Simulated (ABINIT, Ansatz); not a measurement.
**LiBiB2O6 (R-3): G0W0 with ABINIT, start to end**

Aim: the G0W0 gap of LiBiB2O6 (R-3) on LDA, step by step.

Main program and level: ABINIT 10.8.3; LDA and many-body steps on it, plane waves.

### 1. The structure

The structure is trigonal, space group R-3 (No. 148). The conventional cell has a = 4.879 Å, b = 4.879 Å, c = 15.675 Å, α = 90.00°, β = 90.00°, γ = 120.00°. Nearest to Li lie 6 O at 2.22 Å. B has 3 O at 1.38 Å nearest. Nearest to Bi lie 6 O at 2.17 Å. Nearest to O lie 1 B at 1.38 Å and 1 Bi at 2.17 Å and 1 Li at 2.22 Å. Farther neighbours and most contacts between anions are not listed.

The cell and positions are those that the Materials Project relaxed with its own functionals (PBE, PBE+U or r2SCAN), kept fixed. Spin-orbit coupling is left out unless a step names it.

### 2. Ground state

This step: ABINIT 10.8.3; DFT, LDA, plane waves, norm-conserving pseudopotentials.

The ground-state density comes first.

run.abi reads:

```
acell 3*1.0 Angstrom
rprim 
  2.439250647883 1.408302018200 5.224968345293
  -2.439250647883 1.408302018200 5.224968345293
  0.000000000000 -2.816604036329 5.224968345313
ntypat 4
znucl 3 5 83 8
natom 10
typat 1 2 2 3 4 4 4 4 4 4
xred 
  0.500000000000 0.500000000000 0.500000000000
  0.254532000000 0.254532000000 0.254532000000
  0.745468000000 0.745468000000 0.745468000000
  -0.000000000000 -0.000000000000 0.000000000000
  0.031291000000 0.463879000000 0.746058000000
  0.536121000000 0.253942000000 0.968709000000
  0.253942000000 0.968709000000 0.536121000000
  0.746058000000 0.031291000000 0.463879000000
  0.463879000000 0.746058000000 0.031291000000
  0.968709000000 0.536121000000 0.253942000000
pp_dirpath "pseudos"
pseudos "Li.upf, B.upf, Bi.upf, O.upf"
ecut 44
ngkpt 6 6 6
nshiftk 1
shiftk 0 0 0
kptopt 1
chksymbreak 0
nband 43
occopt 1
tolvrs 1e-10
nstep 60
prtwf 0
optforces 0
optstress 0
indata_prefix "in"
outdata_prefix "out"
tmpdata_prefix "tmp"
```

Started as:

```sh
$ OMP_NUM_THREADS=1 mpirun -n 4 abinit run.abi > log
```

Numbers of over 12 decimals in the logs are rounded to 6 here.

The program printed:

```text
.Version 10.8.3 of ABINIT. v10.8.2 released Aug 2026.

 Symmetries : space group R-3 (#148); Bravais hR (rhombohedral)
================================================================================
 Values of the parameters that define the memory need of the present run
     intxc =       0    ionmov =       0      iscf =       7    lmnmax =       6
     lnmax =       6     mgfft =      72  mpssoang =       3    mqgrid =    3001
     natom =      10  nloc_mem =       1    nspden =       1   nspinor =       1
    nsppol =       1      nsym =       6    n1xccc =    2501    ntypat =       4
    occopt =       1   xclevel =       1
-    mband =          43        mffmem =           1         mkmem =          10
       mpw =       10164          nfft =      373248          nkpt =          40
================================================================================
  Rough estimation (10% accuracy) of disk space for files :
================================================================================

--------------------------------------------------------------------------------
------------- Echo of variables that govern the present computation ------------
--------------------------------------------------------------------------------
 -outvars: echo values of preprocessed input variables --------
            acell      1.8897261259E+00  1.8897261259E+00  1.8897261259E+00 Bohr

      chksymbreak           0
             ecut      4.40000000E+01 Hartree
-          fftalg         312

              ixc       -1012
              kpt      0.00000000E+00  0.00000000E+00  0.00000000E+00
                       1.66666667E-01  0.00000000E+00  0.00000000E+00
                       3.33333333E-01  0.00000000E+00  0.00000000E+00
                       5.00000000E-01  0.00000000E+00  0.00000000E+00
                       1.66666667E-01  1.66666667E-01  0.00000000E+00
                       3.33333333E-01  1.66666667E-01  0.00000000E+00
                       5.00000000E-01  1.66666667E-01  0.00000000E+00
                      -3.33333333E-01  1.66666667E-01  0.00000000E+00
                      -1.66666667E-01  1.66666667E-01  0.00000000E+00
   [... 29 further rows ...]
                      -3.33333333E-01  5.00000000E-01  3.33333333E-01
                       5.00000000E-01  5.00000000E-01  5.00000000E-01
         kptrlatt        6    0    0      0    6    0      0    0    6
          kptrlen      5.53141881E+01
P           mkmem          10
            natom          10
            nband          43
            ngfft          72      72      72
             nkpt          40
            nstep          60
             nsym           6
           ntypat           4
              occ      2.000000  2.000000  2.000000  2.000000  2.000000  2.000000
                       2.000000  2.000000  2.000000  2.000000  2.000000  2.000000
                       2.000000  2.000000  2.000000  2.000000  2.000000  2.000000
                       2.000000  2.000000  2.000000  2.000000  2.000000  2.000000
                       2.000000  2.000000  2.000000  2.000000  2.000000  2.000000
                       2.000000  2.000000  2.000000  2.000000  0.000000  0.000000
                       0.000000  0.000000  0.000000  0.000000  0.000000  0.000000
                       0.000000
        optforces           0
        optstress           0
            prtwf           0
            rprim      2.4392506479E+00  1.4083020182E+00  5.2249683453E+00
[...]
spgroup         148

           tolvrs      1.00000000E-10

             xred      5.0000000000E-01  5.0000000000E-01  5.0000000000E-01
[...]
znucl        3.00000    5.00000   83.00000    8.00000

================================================================================

 chkinp: Checking input parameters for consistency.

================================================================================
== DATASET  1 ==================================================================
-   mpi_nproc: 4, omp_nthreads: 1 (-1 if OMP is not activated)

--- !DatasetInfo
iteration_state: {dtset: 1, }
dimensions: {natom: 10, nkpt: 40, mband: 43, nsppol: 1, nspinor: 1, nspden: 1, mpw: 10164, }
cutoff_energies: {ecut:  44.0, pawecutdg:  -1.0, }
electrons: {nelect:   6.80000000E+01, charge:   0.00000000E+00, occopt:   1.00000000E+00, tsmear:   1.00000000E-02, }

 Real(R)+Recip(G) space primitive vectors, cartesian coordinates (Bohr,Bohr^-1):
 R(1)=  4.6095157  2.6613051  9.8737592  G(1)=  0.1084713  0.0626259  0.0337595
 R(2)= -4.6095157  2.6613051  9.8737592  G(2)= -0.1084713  0.0626259  0.0337595
 R(3)=  0.0000000 -5.3226102  9.8737592  G(3)=  0.0000000 -0.1252518  0.0337595
 Unit cell volume ucvol=  7.2674784E+02 bohr^3
 Angles (23,13,12)=  4.85277713E+01  4.85277713E+01  4.85277713E+01 degrees

 getcut: wavevector=  0.0000  0.0000  0.0000  ngfft=  72  72  72
         ecut(hartree)=     44.000   => boxcut(ratio)=   2.14968

--- Pseudopotential description ------------------------------------------------
- Li Generated using ONCVPSP code by D. R. Hamann
-  3.00000   3.00000  180309                  znucl, zion, pspdat
12 -1012 1 -1 1944                            pspcod,pspxc,lmax,lloc,mmax
     nproj     2     2     0
  pspatm : epsatm=    1.77648101
         --- l  ekb(1:nproj) -->
[...]
- O Generated using ONCVPSP code by D. R. Hamann
-  8.00000   6.00000  201201                  znucl, zion, pspdat
12 -1012 2 -1 926                             pspcod,pspxc,lmax,lloc,mmax
     nproj     2     2     1
  pspatm : epsatm=    6.24525921
         --- l  ekb(1:nproj) -->
[...]
2   -1.033686
 pspatm: atomic psp has been read  and splines computed

   5.04140051E+03                                ecore*ucvol(ha*bohr**3)
--------------------------------------------------------------------------------

_setup2: Arith. and geom. avg. npw (full set) are   10130.736   10130.730

================================================================================

--- !BeginCycle
iteration_state: {dtset: 1, }
solver: {iscf: 7, nstep: 60, nline: 4, wfoptalg: 0, }
tolerances: {tolvrs: 1.00E-10, }

     iter   Etot(hartree)      deltaE(h)  residm     vres2
 ETOT  1  -343.87475679895    -3.439E+02 1.677E-01 6.891E+03
 ETOT  2  -344.16863672338    -2.939E-01 1.695E-02 3.219E+03
 ETOT  3  -344.63310850563    -4.645E-01 1.104E-02 1.661E+02
 ETOT  4  -344.65235682188    -1.925E-02 1.045E-02 2.996E+00
 ETOT  5  -344.65249519318    -1.384E-04 5.558E-03 2.045E-01
 ETOT  6  -344.65250431815    -9.125E-06 3.711E-03 2.299E-02
 ETOT  7  -344.65250592919    -1.611E-06 1.306E-03 1.089E-03
 ETOT  8  -344.65250598476    -5.556E-08 1.116E-03 1.799E-05
 ETOT  9  -344.65250598643    -1.677E-09 5.677E-04 8.751E-07
 ETOT 10  -344.65250598648    -4.513E-11 6.904E-04 2.425E-08
 ETOT 11  -344.65250598649    -1.364E-11 2.216E-04 5.572E-10
 ETOT 12  -344.65250598649     7.219E-12 3.388E-04 1.333E-11

 At SCF step   12       vres2   =  1.33E-11 < tolvrs=  1.00E-10 =>converged.

--- !ResultsGS
iteration_state: {dtset: 1, }
comment   : Summary of ground state results
lattice_vectors:
- [  4.6095157,   2.6613051,   9.8737592, ]
- [ -4.6095157,   2.6613051,   9.8737592, ]
- [  0.0000000,  -5.3226102,   9.8737592, ]
lattice_lengths: [  11.21701,   11.21701,   11.21701, ]
lattice_angles: [ 48.528,  48.528,  48.528, ] # degrees, (23, 13, 12)
lattice_volume:   7.2674784E+02
convergence: {deltae:  7.219E-12, res2:  1.333E-11, residm:  3.388E-04, diffor:  0.000E+00, }
etotal    :  -3.44652506E+02
entropy   :   0.00000000E+00
fermie    :   9.45696378E-02
cartesian_stress_tensor: null
pressure_GPa: null
xred      :
- [  5.0000E-01,   5.0000E-01,   5.0000E-01, Li]
- [  2.5453E-01,   2.5453E-01,   2.5453E-01,  B]
- [  7.4547E-01,   7.4547E-01,   7.4547E-01,  B]
- [  0.0000E+00,   0.0000E+00,   0.0000E+00, Bi]
- [  3.1291E-02,   4.6388E-01,   7.4606E-01,  O]
- [  5.3612E-01,   2.5394E-01,   9.6871E-01,  O]
- [  2.5394E-01,   9.6871E-01,   5.3612E-01,  O]
- [  7.4606E-01,   3.1291E-02,   4.6388E-01,  O]
- [  4.6388E-01,   7.4606E-01,   3.1291E-02,  O]
- [  9.6871E-01,   5.3612E-01,   2.5394E-01,  O]
cartesian_forces: null
force_length_stats: {min: null, max: null, mean: null, }

 Integrated electronic density in atomic spheres:
 ------------------------------------------------
 Atom  Sphere_radius  Integrated_density
[...]
================================================================================

 ----iterations are completed or convergence reached----

 Mean square residual over all n,k,spin=   75.392E-08; max=  33.883E-05
 reduced coordinates (array xred) for   10 atoms
[...]
0.253942000000      0.968709000000      0.536121000000
       0.746058000000      0.031291000000      0.463879000000
       0.463879000000      0.746058000000      0.031291000000
       0.968709000000      0.536121000000      0.253942000000
 rms dE/dt=  0.0000E+00; max dE/dt=  0.0000E+00; dE/dt below (all hartree)
    1       0.000000000000      0.000000000000      0.000000000000
    2       0.000000000000      0.000000000000      0.000000000000
    3       0.000000000000      0.000000000000      0.000000000000
    4       0.000000000000      0.000000000000      0.000000000000
    5       0.000000000000      0.000000000000      0.000000000000
    6       0.000000000000      0.000000000000      0.000000000000
    7       0.000000000000      0.000000000000      0.000000000000
    8       0.000000000000      0.000000000000      0.000000000000
    9       0.000000000000      0.000000000000      0.000000000000
   10       0.000000000000      0.000000000000      0.000000000000

 cartesian coordinates (angstrom) at end:
[...]
6      0.688305    -1.615822     9.189528
    7     -1.743496     0.211821     9.189528
    8      1.743496    -0.211821     6.485377
    9     -0.688305     1.615822     6.485377
   10      1.055191     1.404001     9.189528
 length scales=  1.889726125908  1.889726125908  1.889726125908 bohr
              =  1.000000000000  1.000000000000  1.000000000000 angstroms
 prteigrs : about to open file out_EIG
 Fermi (or HOMO) energy (hartree) =   0.09457   Average Vxc (hartree)=  -0.40214
 Eigenvalues (hartree) for nkpt=  40  k points:
 kpt#   1, nband= 43, wtk=  0.00463, kpt=  0.0000  0.0000  0.0000 (reduced coord)
  -5.50360   -3.22334   -3.22334   -3.22252   -1.42659   -0.71150   -0.71150   -0.69839
  -0.69839   -0.69731   -0.60433   -0.56842   -0.51906   -0.51906   -0.50506   -0.50506
  -0.26671   -0.13878   -0.10925   -0.10925   -0.07860   -0.06047   -0.06047   -0.00963
  -0.00739    0.03032    0.03032    0.04963    0.04963    0.05981    0.06731    0.06731
   0.08834    0.08834    0.14345    0.33855    0.35677    0.36809    0.37176    0.37176
   0.44349    0.54237    0.54344
 prteigrs : prtvol=0 or 1, do not print more k-points.

--- !EnergyTerms
iteration_state     : {dtset: 1, }
comment             : Components of total free energy in Hartree
kinetic             :  1.42220746560873E+02
hartree             :  1.08820844138052E+02
xc                  : -6.43025675434389E+01
Ewald energy        : -1.89171329220494E+02
psp_core            :  6.93693226461062E+00
local_psp           : -3.41147953855136E+02
non_local_psp       : -8.00917833095259E+00
total_energy        : -3.44652505986486E+02
total_energy_eV     : -9.37847246104354E+03
band_energy         : -4.73405128755313E+01

== END DATASET(S) ==============================================================
================================================================================

 -outvars: echo values of variables after computation  --------
           etotal     -3.4465250599E+02
            nband          43
             nkpt          40
          spgroup         148
 [... the other variables as echoed above ...]

 Calculation completed.
```

The job ended after 4.7 min (4 MPI ranks of AMD EPYC 9R14 (Zen 4), shared host; peak memory 0.93 GiB; 19 min of CPU time).

Numbers from this step:

```
total energy               : -9378.4725 eV
gap                        : 1.285 eV
k of the valence top       : -0.1667, -0.3333, 0.1667
k of the conduction bottom : 0.5, 0.5, 0.5
least direct gap           : 1.500 eV
```

The gap is indirect, with the least direct gap 0.21 eV higher.

(Continued in part 2 of 3.)

[Paths, hosts, dates, memory and timing lines, banners, echoed tables and standing remarks are left out of the program output.]

[Logs are printed without paths, hosts, clocks, repeated set-up lines and the standing remarks that a program may print on its own settings, such as how far it seeks lower states.]

[Runs of the session that timed out or met a known fault of the program may be left out.]

[Hosts, paths, dates, database ids (printed as entryN), source tags and the programs' standing remarks are cut or masked in the printed files.]

[G0W0 gaps are taken among the corrected bands and points alone; a level outside them can change the order at an edge.]

[Where Ansatz stands beside ABINIT at settings called matched, ABINIT's density can come from a denser mesh and the files from another edition; pairs whose starting gaps differed by over 0.03 eV were left out, so agreement reads better than it is.]
